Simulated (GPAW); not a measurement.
**How the form of the self-energy moves the gap of LiCNO (R3m)**

Aim: compare treatments of exchange, screening and correlation for the gap of LiCNO (R3m).

Method: LDA and many-body steps on it, plane waves, in GPAW 26.7.0.

## 1. Set-up

It takes space group R3m (No. 160, trigonal). The conventional cell has a = 3.288 Å, b = 3.288 Å, c = 14.286 Å, α = 90.00°, β = 90.00°, γ = 120.00°. Nearest to Li lie 3 N at 2.18 Å and 3 O at 2.28 Å. C has 1 N at 1.19 Å and 1 O at 1.23 Å nearest. Nearest to N lie 1 C at 1.19 Å and 3 Li at 2.18 Å. O has 1 C at 1.23 Å and 3 Li at 2.28 Å nearest. Farther neighbours and most contacts between anions are not listed.

Coordinates:

```
Li C N O
1.0
     1.64399    0.94916    4.76205
    -1.64399    0.94916    4.76205
     0.00000   -1.89831    4.76205
Li C N O
1 1 1 1
Direct
  0.00526 0.00526 0.00526
  0.49746 0.49746 0.49746
  0.41396 0.41396 0.41396
  0.58333 0.58333 0.58333
```

The cell and positions are those that the Materials Project relaxed with its own functionals (PBE, PBE+U or r2SCAN), kept fixed.

## 2. Empty states on the mesh, 4×4×4 mesh, 214 bands

This step: GPAW 26.7.0; DFT, LDA, plane waves, PAW.

The sums over transitions need many empty states on a uniform mesh; this step solves for them.

run.py

```python
import json
import numpy as np
from gpaw.mpi import world
from gpaw import GPAW

calc = GPAW('gs.gpw').fixed_density(kpts={'size': (4, 4, 4), 'gamma': True},
    parallel={'domain': 1, 'band': 1},
    txt='nscf.txt')
calc.diagonalize_full_hamiltonian(nbands=214)
calc.write('full.gpw', mode='all')
res = {}
kpts = calc.get_ibz_k_points()
res['kpts'] = kpts
res['eigenvalues'] = [calc.get_eigenvalues(kpt=k) for k in range(len(kpts))]
res['n_electrons'] = calc.get_number_of_electrons()

if world.rank == 0:
    with open('result.json', 'w') as f:
        json.dump(res, f, default=lambda x: x.tolist())
```

Run with:

```sh
$ mpirun -n 4 gpaw python run.py
```

Numbers of over 12 decimals in the logs are rounded to 6 here.

Log:

```text
Diagonalizing LCAO Hamiltonian
Converting LCAO to pw mode
convergence criteria:
- Maximum integral of absolute [eigenst]ate change: 4e-08 eV^2 / valence electron
maximum number of iterations: 100

SCF iterations
|iter     |     time |      energy | eigst |  dens |
|iter:   1|  |             | +0.88 |       |
|iter:   2|  |             | -0.60 |       |
|iter:   3|  |             | -1.25 |       |
[...]
|iter:   7|  |             | -5.68 |       |
|iter:   8|  |             | -6.63 |       |
|iter:   9|  |             | -7.65c|       |
SCF steps: 9
  __  _  _
 | _ |_)|_||  |
 |__||  | ||/\| - 26.7.0

Input parameters:
  mode=PW(ecut=600.0),
  convergence={'density': 1e-06, 'bands': -3},
  gpts=array([30, 30, 30]),
  kpts=MonkhorstPack(size=(4, 4, 4), gamma=True),
  maxiter=100,
  nbands=16,
  occupations=Occupations(name='fermi-dirac', width=0.001, fixmagmom=False),
  parallel={'domain': 1, 'band': 1},
  xc=XC(name='LDA')
Matrix size: 1519x1519
# Writing to full.gpw (mode='all')
  [... matrices ...]

timing:  # [seconds]
  Total: 17.842  # ━━━━━━━━━━━━━━━━━━━━━━━━━━━━━━━━━━━━━━━━━━━━━━━━━━━━━━━━━━
```

The job ended after 23 s (4 MPI ranks of Arm Neoverse V1, shared host; peak memory 1.6 GiB).

Numbers from this step:

| Item | Value |
| --- | --- |
| gap | 4.486 eV |
| k of the valence top | 0.5, 0.5, 0.5 |
| k of the conduction bottom | 0, 0, 0 |
| least direct gap | 4.637 eV |
| k points computed | 13 |
| lowest point of the top converged band, above the valence top | 151.2674 eV |

On this mesh the gap is 4.486 eV.

## 3. G0W0, Godby-Needs plasmon pole

G0W0 replaces the xc potential by the self-energy, built once from these orbitals. Only a window of levels is corrected, while the sums run over the empty bands that the input names.

This step: G0W0 on LDA, plane waves, PAW.

run.py

```python
import json
import numpy as np
from gpaw.mpi import world
from gpaw.response.g0w0 import G0W0

gw = G0W0('full.gpw',
    filename='gw',
    kpts=[0, 12],
    bands=(6, 10),
    ecut=96,
    nbands=95,
    integrate_gamma='WS',
    ppa=True)
gw.calculate()
res = {mode: {k: v for k, v in r.items() if k != 'sigma_eskwn'}
       for mode, r in gw.all_results.items()}

if world.rank == 0:
    with open('result.json', 'w') as f:
        json.dump(res, f, default=lambda x: x.tolist())
```

Run with:

```sh
$ mpirun -n 4 gpaw python run.py
```

Log:

```text
Using integrator: PointIntegrator
FrequencyGridDescriptor(from 0.000+0.000j to 0.000+27.211j eV, 2 points)
Nonperiodic BCs:  [False False False]
Using integrator: PointIntegrator
FrequencyGridDescriptor(from 0.000+0.000j to 0.000+27.211j eV, 2 points)
Nonperiodic BCs:  [False False False]
  ___  _ _ _
 |   || | | |
 | | || | | |
 |__ ||_____|
 |___|

BZ k-points: Symmetries present (total): 6

  [... matrices ...]
64 k-points: 4 x 4 x 4 Monkhorst-Pack grid + [1/8,1/8,1/8]
13 k-points in the irreducible part of the Brillouin zone
       k-points in crystal coordinates                weights
   0:     0.00000000    0.00000000    0.00000000          1/64
   1:     0.25000000    0.00000000   -0.25000000          6/64
   2:     0.25000000    0.00000000    0.00000000          6/64
   3:     0.25000000    0.25000000   -0.25000000          6/64
   4:     0.25000000    0.25000000    0.00000000          6/64
   5:     0.25000000    0.25000000    0.25000000          2/64
   6:     0.50000000    0.00000000    0.00000000          3/64
   7:     0.50000000    0.25000000   -0.25000000          6/64
   8:     0.50000000    0.25000000    0.00000000         12/64
   9:     0.50000000    0.25000000    0.25000000          6/64
          ...
  12:     0.50000000    0.50000000    0.50000000          1/64

Distributing spins, k-points and bands (1 x 2 x 4) over 4 processes
Number of blocks: 1

Quasi particle states:
k-points (IBZ indices): [0, 12]
Band range: (6, 10)
  [... matrices ...]
Computational parameters:
Plane wave cut-off: 96 eV
Number of bands: 95
Coulomb cutoff: None
Broadening: 0.1 eV

fxc modes: GW
Kernel: RPA
Using Godby-Needs plasmon-pole approximation:
  Fitting energy: i*E0, E0 = 1.000 Hartree
Summing all q:

Calculating screened Coulomb potential
No Coulomb truncation
FrequencyGridDescriptor(from 0.000+0.000j to 0.000+27.211j eV, 2 points)
Removing empty qpoint cache files...

Calculating chi0 body with:
    Ground state adapter containing:
    Number of spins: 1
    Number of kpoints: 64
    Number of irreducible kpoints: 13
    Number of completely occupied states: 8
    Number of partially occupied states: 8
    Occupied states memory: 3.2958984375 M / cpu

    Linear response parametrization:
    q_c: [0.0, 0.0, 0.0]
    Number of frequency points: 2
    Planewave cutoff: 96.0
    Number of bands: 95
    Number of planewaves: 103
    Broadening (eta): 1e-06
    comm.size: 4
    kncomm.size: 4
    blockcomm.size: 1

    Memory estimate of potentially large arrays:
        chi0_wGG: 0.323761 M / cpu
Integrating chi0 body.

Symmetries of q_c:
    Direct symmetries (Uq -> q): 6
    Indirect symmetries (TUq -> q): 6
In total 12 allowed symmetries.

  [... matrices ...]
13 groups of equivalent kpoints. 79.6875% reduction.

Integral kind: response function
Integrating chi0 head and wings.

Symmetries of q_c:
    Direct symmetries (Uq -> q): 6
    Indirect symmetries (TUq -> q): 6
In total 12 allowed symmetries.

  [... matrices ...]
13 groups of equivalent kpoints. 79.6875% reduction.

Integral kind: response function wings

Calculating chi0 body with:
    Ground state adapter containing:
    Number of spins: 1
    Number of kpoints: 64
    Number of irreducible kpoints: 13
    Number of completely occupied states: 8
    Number of partially occupied states: 8
    Occupied states memory: 3.2958984375 M / cpu

    Linear response parametrization:
[... the further q-points ...]

Results:
f:      Occupation numbers
eps:     KS-eigenvalues [eV]
vxc:     KS vxc [eV]
exx:     Exact exchange [eV]
sigma:   Self-energies [eV]
dsigma:  Self-energy derivatives
Z:       Renormalization factors
qp:      QP-energies [eV]

k-point 0 (0): (0.000, 0.000, 0.000)                GW
band       f     eps     vxc     exx   sigma  dsigma       Z      qp
                                                                   GW
   6   1.000   0.316 -18.716 -22.647   2.344  -0.224   0.817  -0.981
   7   1.000   0.316 -18.716 -22.647   2.344  -0.224   0.817  -0.981
   8   0.000   4.954 -11.398  -6.276  -3.214  -0.150   0.869   6.612
   9   0.000   8.280 -17.334 -10.177  -3.414  -0.216   0.822  11.358

k-point 1 (12): (0.500, 0.500, 0.500)                GW
band       f     eps     vxc     exx   sigma  dsigma       Z      qp
                                                                   GW
   6   1.000   0.467 -18.907 -22.775   2.328  -0.224   0.817  -0.792
   7   1.000   0.467 -18.907 -22.775   2.328  -0.224   0.817  -0.792
   8   0.000   5.240 -10.652  -5.520  -3.192  -0.146   0.872   6.932
   9   0.000   8.105 -17.240 -10.194  -3.359  -0.215   0.823  11.141
```

The job ended after 58 s (4 MPI ranks; peak memory 1.6 GiB).

This step gave:

| Property | Result |
| --- | --- |
| G0W0 gap on the points computed | 7.404 eV |
| least direct G0W0 gap on the computed points | 7.593 eV |
| Z at the valence top | 0.8170 |
| Z at the conduction bottom | 0.8692 |
| starting gap on the mesh | 4.486 eV |
| k of the valence top | 0.5, 0.5, 0.5 |
| k of the conduction bottom | 0, 0, 0 |

The gap on the mesh goes from 4.49 eV to 7.40 eV, a correction of +2.92 eV.

## 4. One-shot HSE06

This step: one-shot HSE06 levels on LDA orbitals, plane waves, PAW.

run.py

```python
import json
import numpy as np
from gpaw.mpi import world
from gpaw.hybrids.eigenvalues import non_self_consistent_eigenvalues

dft, vxc, vxc_hyb = non_self_consistent_eigenvalues('full.gpw', 'HSE06', 6, 10, kpt_indices=[0, 12])
res = {'dft': dft[0], 'hybrid': (dft - vxc + vxc_hyb)[0]}
if world.rank == 0:
    with open('hybrid.txt', 'w') as f:
        for k, e0, e1 in zip([0, 12], res['dft'], res['hybrid']):
            print(k, ' '.join(f'{x:9.4f}' for x in e0), '|', ' '.join(f'{x:9.4f}' for x in e1), file=f)

if world.rank == 0:
    with open('result.json', 'w') as f:
        json.dump(res, f, default=lambda x: x.tolist())
```

Run with:

```sh
$ mpirun -n 4 gpaw python run.py
```

Log:

```text
builder.py:213: UserWarning: The angles between your unit-cell vectors are 37.4, 37.4 and 37.4 degrees.  Results may be wrong!  Please Niggli-reduce your unit-cell so that the angles are closer to 90 degrees:

  from ase.build import niggli_reduce
  niggli_reduce(atoms)
  [... matrices ...]
  warnings.warn(
builder.py:213: UserWarning: The angles between your unit-cell vectors are 37.4, 37.4 and 37.4 degrees.  Results may be wrong!  Please Niggli-reduce your unit-cell so that the angles are closer to 90 degrees:

  from ase.build import niggli_reduce
  niggli_reduce(atoms)
  [... matrices ...]
  warnings.warn(
builder.py:213: UserWarning: The angles between your unit-cell vectors are 37.4, 37.4 and 37.4 degrees.  Results may be wrong!  Please Niggli-reduce your unit-cell so that the angles are closer to 90 degrees:

  from ase.build import niggli_reduce
  niggli_reduce(atoms)
  [... matrices ...]
  warnings.warn(
builder.py:213: UserWarning: The angles between your unit-cell vectors are 37.4, 37.4 and 37.4 degrees.  Results may be wrong!  Please Niggli-reduce your unit-cell so that the angles are closer to 90 degrees:

  from ase.build import niggli_reduce
  niggli_reduce(atoms)
  [... matrices ...]
  warnings.warn(
IBZ(<points: 13, symmetries: 6>)
Occupied bands: 8
Transforming wave functions from IBZ to BZ: 0.025 seconds
Distributing wave functions and iFFT-ing to real space: 0.227 seconds
Calculating eigenvalues:
  k-points: 2
  Bands: 6-9 (inclusive)
  Seconds: 0.772 (wave-function broadcasting: 0.012 seconds)
HSE06-eigenvalue shifts:
  min: -0.840 eV
  ave: 0.123 eV
  max: 1.220 eV
```

Wall time 3.7 s (4 MPI ranks); peak memory 0.59 GiB.

This step gave:

```yaml
starting_gap_on_the_mesh: 4.486 eV
hybrid_gap_on_the_mesh: 6.237 eV
least_direct_hybrid_gap_on_the_computed_points: 6.402 eV
```

## 5. G0W0, extrapolated in the cutoff

This step: G0W0 on LDA, plane waves, PAW.

run.py

```python
import json
import numpy as np
from gpaw.mpi import world
from gpaw.response.g0w0 import G0W0

gw = G0W0('full.gpw',
    filename='gw',
    kpts=[0, 12],
    bands=(6, 10),
    ecut=160.0,
    integrate_gamma='WS',
    ppa=True,
    ecut_extrapolation=True)
gw.calculate()
res = {mode: {k: v for k, v in r.items() if k != 'sigma_eskwn'}
       for mode, r in gw.all_results.items()}

if world.rank == 0:
    with open('result.json', 'w') as f:
        json.dump(res, f, default=lambda x: x.tolist())
```

Run with:

```sh
$ mpirun -n 4 gpaw python run.py
```

Log:

```text
Using integrator: PointIntegrator
FrequencyGridDescriptor(from 0.000+0.000j to 0.000+27.211j eV, 2 points)
Nonperiodic BCs:  [False False False]
Using integrator: PointIntegrator
FrequencyGridDescriptor(from 0.000+0.000j to 0.000+27.211j eV, 2 points)
Nonperiodic BCs:  [False False False]
  ___  _ _ _
 |   || | | |
 | | || | | |
 |__ ||_____|
 |___|

BZ k-points: Symmetries present (total): 6

  [... matrices ...]
64 k-points: 4 x 4 x 4 Monkhorst-Pack grid + [1/8,1/8,1/8]
13 k-points in the irreducible part of the Brillouin zone
       k-points in crystal coordinates                weights
   0:     0.00000000    0.00000000    0.00000000          1/64
   1:     0.25000000    0.00000000   -0.25000000          6/64
   2:     0.25000000    0.00000000    0.00000000          6/64
[...]
9:     0.50000000    0.25000000    0.25000000          6/64
          ...
  12:     0.50000000    0.50000000    0.50000000          1/64

Distributing spins, k-points and bands (1 x 2 x 4) over 4 processes
Number of blocks: 1

Quasi particle states:
k-points (IBZ indices): [0, 12]
Band range: (6, 10)
  [... matrices ...]
Computational parameters:
Extrapolating to infinite plane wave cut-off using points at:
  137.884 eV
  147.917 eV
  160.000 eV
Number of bands: 204
Coulomb cutoff: None
Broadening: 0.1 eV

fxc modes: GW
Kernel: RPA
Using Godby-Needs plasmon-pole approximation:
  Fitting energy: i*E0, E0 = 1.000 Hartree
Summing all q:

Calculating screened Coulomb potential
No Coulomb truncation
FrequencyGridDescriptor(from 0.000+0.000j to 0.000+27.211j eV, 2 points)
Removing empty qpoint cache files...

Calculating chi0 body with:
    Ground state adapter containing:
    Number of spins: 1
    Number of kpoints: 64
    Number of irreducible kpoints: 13
[...]
Integrating chi0 body.

Symmetries of q_c:
    Direct symmetries (Uq -> q): 6
    Indirect symmetries (TUq -> q): 6
In total 12 allowed symmetries.

  [... matrices ...]
13 groups of equivalent kpoints. 79.6875% reduction.

Integral kind: response function
Integrating chi0 head and wings.

Symmetries of q_c:
    Direct symmetries (Uq -> q): 6
    Indirect symmetries (TUq -> q): 6
In total 12 allowed symmetries.

  [... matrices ...]
13 groups of equivalent kpoints. 79.6875% reduction.

Integral kind: response function wings

Calculating chi0 body with:
    Ground state adapter containing:
    Number of spins: 1
    Number of kpoints: 64
    Number of irreducible kpoints: 13
    Number of completely occupied states: 8
    Number of partially occupied states: 8
    Occupied states memory: 3.2958984375 M / cpu

    Linear response parametrization:
[... the further q-points ...]
Extrapolating selfenergy to infinite energy cutoff:
  Performing linear fit to 3 points
  Warning: Bad quality of linear fit for some (n,k).
           Higher cutoff might be necessary.
  Minimum R^2 = 0.7238. (R^2 Should be close to 1)
  [... matrices ...]
Results:
f:      Occupation numbers
eps:     KS-eigenvalues [eV]
vxc:     KS vxc [eV]
exx:     Exact exchange [eV]
sigma:   Self-energies [eV]
dsigma:  Self-energy derivatives
Z:       Renormalization factors
qp:      QP-energies [eV]

k-point 0 (0): (0.000, 0.000, 0.000)                GW
band       f     eps     vxc     exx   sigma  dsigma       Z      qp
                                                                   GW
   6   1.000   0.316 -18.716 -22.647   1.671  -0.240   0.806  -1.507
   7   1.000   0.316 -18.716 -22.647   1.671  -0.240   0.806  -1.507
   8   0.000   4.954 -11.398  -6.276  -3.403  -0.157   0.865   6.440
[...]
k-point 1 (12): (0.500, 0.500, 0.500)                GW
band       f     eps     vxc     exx   sigma  dsigma       Z      qp
                                                                   GW
[...]
8   0.000   5.240 -10.652  -5.520  -3.365  -0.151   0.869   6.776
   9   0.000   8.105 -17.240 -10.194  -4.141  -0.224   0.817  10.479
```

It took 3.7 min on 4 MPI ranks; peak memory 1.9 GiB; 15 min of CPU time.

Numbers from this step:

```
quasiparticle gap on the points computed              : 7.765 eV
least direct quasiparticle gap on the computed points : 7.947 eV
Z at the valence top                                  : 0.8064
Z at the conduction bottom                            : 0.8646
starting gap on the mesh                              : 4.486 eV
k of the valence top                                  : 0.5, 0.5, 0.5
k of the conduction bottom                            : 0, 0, 0
gaps at the cutoffs of the extrapolation              : 7.538, 7.560, 7.584 eV
```

Against G0W0 in GPAW (4×4×4 mesh, 95 bands, screening to 96 eV, Godby-Needs plasmon pole), the gap moves by +0.361 eV.

(Part 1 of 2 ends here.)

[Paths, hosts, dates, memory and timing lines, banners, echoed tables and standing remarks are left out of the program output.]

[Logs are printed without paths, hosts, clocks, repeated set-up lines and the standing remarks that a program may print on its own settings, such as how far it seeks lower states.]

[Runs of the session that timed out or met a known fault of the program may be left out.]

[Hosts, paths, dates, database ids (printed as entryN), source tags and the programs' standing remarks are cut or masked in the printed files.]
